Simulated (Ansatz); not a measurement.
# CsSbSe3 (model cell, started as cubic perovskite with Sb in the octahedra): relaxing the cell for a phonon run

Aim: bring CsSbSe3 (model cell, started as cubic perovskite with Sb in the octahedra) to small forces and stress, as phonons need.

Calculated with Ansatz 0.2.0; DFT PBEsol, scalar-relativistic, plane waves, PAW; PAW set soft_1.

The structure was built from a prototype and need not be the compound's stable phase.

## Step 1: Set-up

The structure is cubic, space group Pm-3m (No. 221). Conventional cell: a = 5.057 Å, b = 5.057 Å, c = 5.057 Å, α = 90.00°, β = 90.00°, γ = 90.00°. Nearest to Cs lie 12 Se at 3.58 Å. Nearest to Sb lie 6 Se at 2.53 Å. Nearest to Se lie 2 Sb at 2.53 Å and 4 Cs at 3.58 Å. Farther neighbours and most contacts between anions are not listed.

## Step 2: A coarse first look

First a cheap look: the gap decides the mesh and the occupations, the pressure tells how far the cell has to move.

File input.yaml:

```yaml
crystal:
  lattice:
    - [5.0568, 0.0, 0.0]
    - [0.0, 5.0568, 0.0]
    - [0.0, 0.0, 5.0568]
  atoms:
    - { symbol: Cs, position: [0.0, 0.0, 0.0] }
    - { symbol: Sb, position: [0.5, 0.5, 0.5] }
    - { symbol: Se, position: [0.5, 0.5, 0.0] }
    - { symbol: Se, position: [0.5, 0.0, 0.5] }
    - { symbol: Se, position: [0.0, 0.5, 0.5] }
kpoints:
  mp_grid: { grid: [4, 4, 4] }
hamiltonian:
  xc: pbesol
  pseudopotentials: { kind: paw, azcp: { folder: soft_1 }, xc_functional: pbe }
scf:
  occupations: { method: gaussian, width: 0.1 }
output:
  forces: true
  stress: true
  eigenvalues: true
```

Started as:

```bash
$ ansatz run input.yaml --threads 8 --pin off --max-ram 16384MiB --backend cpu --events-out ev --progress --plain --runs-dir out
```

Numbers of over 12 decimals in the logs are rounded to 6 here.

Log:

```text
Engine: ansatz 0.2.0, aarch64-unknown-linux-gnu
Pseudopotentials: kind: paw
Pseudopotential: Cs, paw, valence charge 9, recommended cutoff 420 eV (normal), soft_1/Cs.paw.azcp
Pseudopotential: Sb, paw, valence charge 15, recommended cutoff 420 eV (normal), soft_1/Sb.paw.azcp
Pseudopotential: Se, paw, valence charge 16, recommended cutoff 420 eV (normal), soft_1/Se.paw.azcp
Functional definition: PBEsol
[...]
k-point 0: bands = [... 32 lower, 7.7936, 7.7936, 8.4039, 8.4039, 8.4039, 12.8229, 12.8229, 12.9220, ... 4 higher]
  k-point 1: bands = [... 32 lower, 7.5168, 7.5168, 8.0411, 8.0926, 8.0926, 13.2355, 13.4788, 13.9092, ... 4 higher]
  k-point 2: bands = [... 32 lower, 7.3448, 7.3448, 7.7691, 7.7691, 9.3791, 10.9291, 13.9486, 14.4999, ... 4 higher]
  k-point 9: bands = [... 32 lower, 7.4019, 9.2835, 9.2835, 9.2835, 9.7155, 9.7155, 9.7155, 12.7336, ... 4 higher]
[key lines of the parts left out:]
SCF converged after 8 iterations
Free energy (F): -28267.590196 eV
Fermi energy:    8.593723 eV
P = ⅓ Tr σ = 10.9450 GPa (109.450 kbar)
```

It took 0.81 s on 8 threads of Arm Neoverse V2, shared host; peak memory 0.57 GiB.

This step gave:

- pressure: 10.94 GPa
- volume per atom: 25.86 Å³
- gap on the k-mesh: 0 eV

The coarse mesh shows no gap and a pressure of 10.9 GPa.

## Step 3: Rough relaxation

A rough relaxation comes first, because large forces or stress need no tight tolerances yet.

input.yaml: that of step 2 with these lines changed.

```diff
@@ -22 +22,6 @@
   eigenvalues: true
+relax:
+  adjacent_minimum: "off"
+  f_tol: 0.05
+  max_steps: 80
+  cell: { stress_tol: 0.5 }
```

Log:

```text
[...]
Crystal: 5 atoms, lattice volume = 129.309 Å³
Basis set: ecut = 420 eV, 2517 PW (Γ), exchange–correlation on 72×72×72 points (8 copies of the dense FFT grid, shifted against one another)
Bands: 44, of which v1, the nominal top of the filled ones, is band 36 counted from 1 (35 counted from 0)
Symmetry: 48 space group operations
[...]
k-points: 10 of 64
[...]
F+E_penalty+E_count = -28268.29094807 eV   max|allowed force component| = 7.264e-30 eV/Å   (the final SCF, on the basis selected at the relaxed cell)
  cell:  # Å, volume = 152.3383 Å³
    - [5.340760, 0, 0]
    - [0, 5.340760, 0]
    - [0, 0, 5.340760]
  atoms:
    - { symbol: Cs, position: [0, 0, 0] }
    - { symbol: Sb, position: [0.5, 0.5, 0.5] }
    - { symbol: Se, position: [0.5, 0.5, 0] }
    - { symbol: Se, position: [0.5, 0, 0.5] }
    - { symbol: Se, position: [0, 0.5, 0.5] }
[key lines of the parts left out:]
SCF converged after 6 iterations
Free energy (F): -28268.290948 eV
Fermi energy:    6.460040 eV
P = ⅓ Tr σ = 0.3357 GPa (3.357 kbar)
```

The job ended after 3.1 s (8 threads; peak memory 0.64 GiB).

The steps of the relaxation:

```
step  energy less that of the first step (eV)  largest force component (eV/Å)  pressure (GPa)  volume (Å³)
   1                                   0.0000                          0.0000           10.94       129.31
   2                                  -0.6830                          0.0000            1.31       149.16
   3                                  -0.6989                          0.0000            0.34       152.34
  4*                                  -0.7008                          0.0000            0.34       152.34
```

Relaxation steps marked * repeat the geometry before them on a plane-wave basis chosen anew for their cell, so energy and pressure can jump there.

Forces are held to the 48 operations that the run works with; a distortion that breaks them can't arise in this run.

```
conventional cell, symmetrised  before  after   change
                         a (Å)   5.057  5.341   +5.6 %
                         b (Å)   5.057  5.341   +5.6 %
                         c (Å)   5.057  5.341   +5.6 %
              volume (Å³/atom)   25.86  30.47  +17.8 %
```

The relaxed structure:

```xyz
5
Lattice="5.3408 0.0000 0.0000 0.0000 5.3408 0.0000 0.0000 0.0000 5.3408" Properties=species:S:1:pos:R:3 pbc="T T T"
Cs    0.0000    0.0000    0.0000
Sb    2.6704    2.6704    2.6704
Se    2.6704    2.6704    0.0000
Se    2.6704    0.0000    2.6704
Se    0.0000    2.6704    2.6704
```

Numbers from this step:

| Item | Value |
| --- | --- |
| pressure | 0.3357 GPa |
| volume per atom | 30.47 Å³ |

In this step the volume went from 25.86 to 30.47 Å³/atom.

## Step 4: Bringing the structure to rest

Harmonic phonons are second derivatives at a point where the forces vanish, and they are wanted at zero stress, so atoms and cell are relaxed first.

input.yaml: that of step 3 with these lines changed.

```diff
@@ -2,5 +2,5 @@
   lattice:
-    - [5.0568, 0.0, 0.0]
-    - [0.0, 5.0568, 0.0]
-    - [0.0, 0.0, 5.0568]
+    - [5.3407599956, 0.0, 0.0]
+    - [0.0, 5.3407599956, 0.0]
+    - [0.0, 0.0, 5.3407599956]
   atoms:
@@ -12,3 +12,3 @@
 kpoints:
-  mp_grid: { grid: [4, 4, 4] }
+  mp_grid: { grid: [8, 8, 8] }
 hamiltonian:
@@ -22,6 +22,10 @@
   eigenvalues: true
+  write_density: true
+  write_potential: true
+  elf: true
+  volumetric_format: npy
 relax:
   adjacent_minimum: "off"
-  f_tol: 0.05
+  f_tol: 0.005
   max_steps: 80
-  cell: { stress_tol: 0.5 }
+  cell: { stress_tol: 0.05 }
```

Log:

```text
[...]
Crystal: 5 atoms, lattice volume = 152.338 Å³
Basis set: ecut = 420 eV, 2945 PW (Γ), exchange–correlation on 72×72×72 points (8 copies of the dense FFT grid, shifted against one another)
Bands: 44, of which v1, the nominal top of the filled ones, is band 36 counted from 1 (35 counted from 0)
[... 1 set-up line as in the run before ...]
[...]
k-points: 35 of 512
[...]
SCF iter   1: F=—  HF=-28269.909602 eV  |F-HF|=—  |Δ(HF+E_count)|=         —  Δρ=3.07e-2  dr2=3.71e0  ethr=3.10e-3  ⟨swp⟩=7.3  Hψ=6527  notcnv=0  defer=17
[...]
SCF iter   8: F=-28268.287948 eV  HF=-28268.287948 eV  |F-HF|=6.29e-10  |Δ(HF+E_count)|=   3.98e-8  Δρ=1.84e-6  dr2=4.19e-9  ethr=1.39e-10  ⟨swp⟩=17.6  Hψ=12707  notcnv=0
SCF 1 converged in 8 iterations: F = -28268.287948 eV  dr2 = 4.19e-9
[...]
relax step   1: F+E_penalty+E_count = -28268.28794847 eV  Δ(F+E_penalty+E_count) = +0.000e0 eV  max|allowed force component| = 2.369e-29 eV/Å  Δτ_max = 0.0000 Å  P = +0.975 GPa  Ω = 152.338 Å³  (8 SCF iters, dr2 threshold 1.00e-7 eV, accepted)
Crystal: 5 atoms, lattice volume = 155.975 Å³
Basis set: ecut = 420 eV, 2969 PW (Γ), exchange–correlation on 72×72×72 points (8 copies of the dense FFT grid, shifted against one another)
[...]
SCF iter   4: F=-28268.298443 eV  HF=-28268.298443 eV  |F-HF|=4.67e-8  |Δ(HF+E_count)|=   9.83e-7  Δρ=7.94e-6  dr2=1.28e-7  ethr=6.94e-10  ⟨swp⟩=13.6  Hψ=14064  notcnv=0
SCF 2 converged in 4 iterations: F = -28268.298443 eV  dr2 = 1.28e-7
relax step   2: F+E_penalty+E_count = -28268.29844302 eV  Δ(F+E_penalty+E_count) = -1.049e-2 eV  max|allowed force component| = 8.625e-30 eV/Å  Δτ_max = 0.0000 Å  P = -0.008 GPa  Ω = 155.975 Å³  energy of the carried Pulay correction = -2.338e-4 eV  (4 SCF iters, dr2 threshold 5.00e-7 eV, accepted)
[...]
SCF iter   6: F=-28268.298671 eV  HF=-28268.298671 eV  |F-HF|=7.28e-12  |Δ(HF+E_count)|=  6.55e-11  Δρ=7.82e-8  dr2=5.70e-12  ethr=1.00e-12  ⟨swp⟩=8.5  Hψ=8156  notcnv=0
SCF 3 converged in 6 iterations: F = -28268.298671 eV  dr2 = 5.70e-12
relax step   3: F+E_penalty+E_count = -28268.29867066 eV  Δ(F+E_penalty+E_count) = -2.276e-4 eV  max|allowed force component| = 1.007e-29 eV/Å  Δτ_max = 0.0000 Å  P = -0.009 GPa  Ω = 155.975 Å³  stress off target by 8.98e-3 GPa  SCF on the basis re-selected at this cell (its energy is not comparable with the rows above)  (6 SCF iters)
[...]
SCF converged after 6 iterations
Free energy (F): -28268.298671 eV
[...]
Internal energy: -28268.277706 eV  (E = F + TS)
E sigma→0 (E₀):  -28268.288188 eV
Entropy (-TS):   -0.020965 eV (-4.193 meV/atom)
Fermi energy:    6.200130 eV
[...]
--- Stress (GPa, compression-positive) ---
       -0.008981       0.000000       0.000000
        0.000000      -0.008981       0.000000
        0.000000       0.000000      -0.008981
  P = ⅓ Tr σ = -0.0090 GPa (-0.090 kbar)
--- Band table (eV; the first three rows and the last of 35) ---
  k-point 0: bands = [... 32 lower, 5.5943, 5.5943, 5.9261, 5.9261, 5.9261, 10.5339, 10.6685, 10.6685, ... 4 higher]
  k-point 1: bands = [... 32 lower, 5.5303, 5.5303, 5.8244, 5.8658, 5.8658, 10.8027, 10.8186, 10.8963, ... 4 higher]
  k-point 2: bands = [... 32 lower, 5.3799, 5.3799, 5.6679, 5.7354, 5.7354, 10.9249, 11.1652, 11.3165, ... 4 higher]
  k-point 34: bands = [... 32 lower, 5.0953, 6.6750, 6.6750, 6.6750, 6.9479, 6.9479, 6.9479, 8.8253, ... 4 higher]
--- Relaxed structure (2 steps of the walk, 2 accepted, 1 SCFs on fresh bases) ---
[...]
cell:  # Å, volume = 155.9753 Å³
    - [5.382929, 0, 0]
    - [0, 5.382929, 0]
    - [0, 0, 5.382929]
  atoms:
    - { symbol: Cs, position: [0, 0, 0] }
    - { symbol: Sb, position: [0.5, 0.5, 0.5] }
    - { symbol: Se, position: [0.5, 0.5, 0] }
    - { symbol: Se, position: [0.5, 0, 0.5] }
    - { symbol: Se, position: [0, 0.5, 0.5] }
```

Wall time 6.3 s (8 threads); peak memory 0.75 GiB; 46 s of CPU time.

The steps of the relaxation:

```
step  energy less that of the first step (eV)  largest force component (eV/Å)  pressure (GPa)  volume (Å³)
   1                                   0.0000                          0.0000            0.98       152.34
   2                                  -0.0105                          0.0000           -0.01       155.98
  3*                                  -0.0107                          0.0000           -0.01       155.98
```

Relaxation steps marked * repeat the geometry before them on a plane-wave basis chosen anew for their cell, so energy and pressure can jump there.

The run keeps the 48 symmetry operations that it works with, so distortions that break them were not tested.

```
conventional cell, symmetrised  before  after  change
                         a (Å)   5.341  5.383  +0.8 %
                         b (Å)   5.341  5.383  +0.8 %
                         c (Å)   5.341  5.383  +0.8 %
              volume (Å³/atom)   30.47  31.20  +2.4 %
```

The relaxed structure:

```xyz
5
Lattice="5.3829 0.0000 0.0000 0.0000 5.3829 0.0000 0.0000 0.0000 5.3829" Properties=species:S:1:pos:R:3 pbc="T T T"
Cs    0.0000    0.0000    0.0000
Sb    2.6915    2.6915    2.6915
Se    2.6915    2.6915    0.0000
Se    2.6915    0.0000    2.6915
Se    0.0000    2.6915    2.6915
```

This step gave:

| Quantity | Value |
| --- | --- |
| pressure | -0.008981 GPa |
| volume per atom | 31.20 Å³ |

ELF in the ac plane at fractional y = 0.500, with atoms of Sb and Se within 0.2 Å of it. It is the smooth field of the valence electrons, not physical close to the nuclei.

Ten even steps from '_' (0.01) to '@' (0.83), each cell a mean:
```
____..**@@@@##--==%%@@%%==____
______--##%%%%####%%%%++..____
==--....--**########++::....==
%%##==....--++**++==::..::++%%
@@@@##--::==========--::++%%@@
%%@@%%**====--::::======##%%%%
--**%%**++==..____::==++####==
..++%%##++==..____::==**####--
**##%%**====::....--==++##%%##
@@@@%%==--============--**%%@@
@@%%++::::--==++++==::..--##@@
##++::..::==**##****--....--**
::..__::++%%%%%%%%%%##==..__..
____..++%%@@##++**@@@@##--____
____::##@@@@**..--%%@@%%==____
```
Columns run along a (5.4 Å), rows up along c (5.4 Å). Atoms in or near the plane, at fractional coordinates: Sb at (0.50, 0.50), Se at (0.50, 0.00), Se at (0.00, 0.50).

Valence density in the ac plane at fractional y = 0.500, with atoms of Sb and Se within 0.2 Å of it. It is the smooth field of the valence electrons, not physical close to the nuclei.

Values in e/Å³, 15 rows by 15 columns, each cell a mean:
```
 0  0  0  0  0  1  5 20 13  2  0  0  0  0  0
 0  0  0  0  0  0  1  2  2  1  0  0  0  0  0
 0  0  0  0  0  0  0  1  1  0  0  0  0  0  0
 0  0  0  0  0  0  0  0  0  0  0  0  0  0  0
 1  0  0  0  0  0  0  1  1  0  0  0  0  0  0
 2  1  1  0  0  1  2  3  3  1  0  0  0  1  2
25  6  1  0  0  1  5 10  9  3  1  0  1  2 13
38  8  1  0  0  1  6 12 10  3  1  0  1  2 20
 8  3  1  0  0  1  3  6  5  2  0  0  0  1  5
 1  1  0  0  0  0  1  1  1  1  0  0  0  0  1
 0  0  0  0  0  0  0  0  0  0  0  0  0  0  0
 0  0  0  0  0  0  0  0  0  0  0  0  0  0  0
 0  0  0  0  0  0  1  1  1  1  0  0  0  0  0
 0  0  0  0  0  1  3  8  6  1  0  0  0  0  0
 0  0  0  0  0  1  8 38 25  2  1  0  0  0  0
```
Columns run along a (5.4 Å), rows up along c (5.4 Å). Atoms in or near the plane, at fractional coordinates: Sb at (0.50, 0.50), Se at (0.50, 0.00), Se at (0.00, 0.50).

Electrostatic potential energy in the ac plane at fractional y = 0.500, with atoms of Sb and Se within 0.2 Å of it. With pseudopotentials it is smooth inside the atoms' cores, unlike the true potential.

Ten even steps from '0' (-35 eV) to '9' (11 eV), each cell a mean:
```
999985698579999
999997555589999
999998766899999
999999878899999
789998655789987
557885100278855
965772000058658
975772000057659
756874000168756
568987422589875
899998777899998
999999877899999
999998655799999
999996576589999
999985799579999
```
Columns run along a (5.4 Å; values clipped at the 3rd and 97th percentile), rows up along c (5.4 Å). Atoms in or near the plane, at fractional coordinates: Sb at (0.50, 0.50), Se at (0.50, 0.00), Se at (0.00, 0.50).

In this step the volume went from 30.47 to 31.20 Å³/atom.

## Step 5: Relaxing to small forces for the phonons

Phonons need a cell at rest on their own settings, so the relaxation is repeated with tight tolerances on forces and stress, using the mesh and the filling of the phonon run that follows.

input.yaml, the sections that differ from step 4:

```yaml
crystal:
  lattice:
    - [5.382928819, 0.0, 0.0]
    - [0.0, 5.382928819, 0.0]
    - [0.0, 0.0, 5.382928819]
  atoms:
    - { symbol: Cs, position: [0.0, 0.0, 0.0] }
    - { symbol: Sb, position: [0.5, 0.5, 0.5] }
    - { symbol: Se, position: [0.5, 0.5, 0.0] }
    - { symbol: Se, position: [0.5, 0.0, 0.5] }
    - { symbol: Se, position: [0.0, 0.5, 0.5] }
scf:
  occupations: { method: methfessel_paxton, width: 0.2 }
output:
  forces: true
  stress: true
  eigenvalues: true
relax:
  adjacent_minimum: "off"
  f_tol: 0.001
  max_steps: 60
  cell: { stress_tol: 0.01 }
# kpoints, hamiltonian: as in step 4
```

Log:

```text
[...]
Crystal: 5 atoms, lattice volume = 155.975 Å³
Basis set: ecut = 420 eV, 2969 PW (Γ), exchange–correlation on 72×72×72 points (8 copies of the dense FFT grid, shifted against one another)
Bands: 44, of which v1, the nominal top of the filled ones, is band 36 counted from 1 (35 counted from 0)
[... 1 set-up line as in the run before ...]
[...]
k-points: 35 of 512
[...]
--- Relaxed structure (2 steps of the walk, 2 accepted, 1 SCFs on fresh bases) ---
[...]
cell:  # Å, volume = 155.8817 Å³
    - [5.381852, 0, 0]
    - [0, 5.381852, 0.0]
    - [0, 0.0, 5.381852]
  atoms:
    - { symbol: Cs, position: [0, 0, 0] }
    - { symbol: Sb, position: [0.5, 0.5, 0.5] }
    - { symbol: Se, position: [0.5, 0.5, 0] }
    - { symbol: Se, position: [0.5, 0, 0.5] }
    - { symbol: Se, position: [0, 0.5, 0.5] }
[key lines of the parts left out:]
SCF converged after 5 iterations
Free energy (F): -28268.286063 eV
Fermi energy:    6.202068 eV
P = ⅓ Tr σ = -0.0008 GPa (-0.008 kbar)
```

The job ended after 6.1 s (8 threads; peak memory 0.76 GiB; 44 s of CPU time).

Little changed from the start: no atom moved by 0.005 Å and no cell edge by 0.1 %.

This step gave:

| Item | Value |
| --- | --- |
| pressure | -8.33e-4 GPa |
| volume per atom | 31.18 Å³ |

The forces vanish by symmetry and the pressure is -0.001 GPa, within the tolerances set. The cell now holds 31.18 Å³/atom.

## Step 6: Summary of results

```
space group after relaxation (within 0.01 Å) : Pm-3m
lattice constant a                           : 5.382 Å
lattice constant b                           : 5.382 Å
lattice constant c                           : 5.382 Å
volume per atom                              : 31.2 Å³
```

In words: The forces vanish by symmetry and the pressure is -0.001 GPa, within the tolerances set. The cell now holds 31.18 Å³/atom. The relaxation keeps the symmetry of its start, so it says nothing on stability against lower symmetry. Spin-orbit coupling is left out, which can matter for the heavy elements here. The PAW files were made for PBE and serve the other functionals too. The starting cell was built on a prototype and not taken from a measurement, so the phase need not exist.

[Logs are printed without paths, hosts, clocks, repeated set-up lines and the standing remarks that a program may print on its own settings, such as how far it seeks lower states.]

[Hosts, paths, dates, database ids (printed as entryN), source tags and the programs' standing remarks are cut or masked in the printed files.]
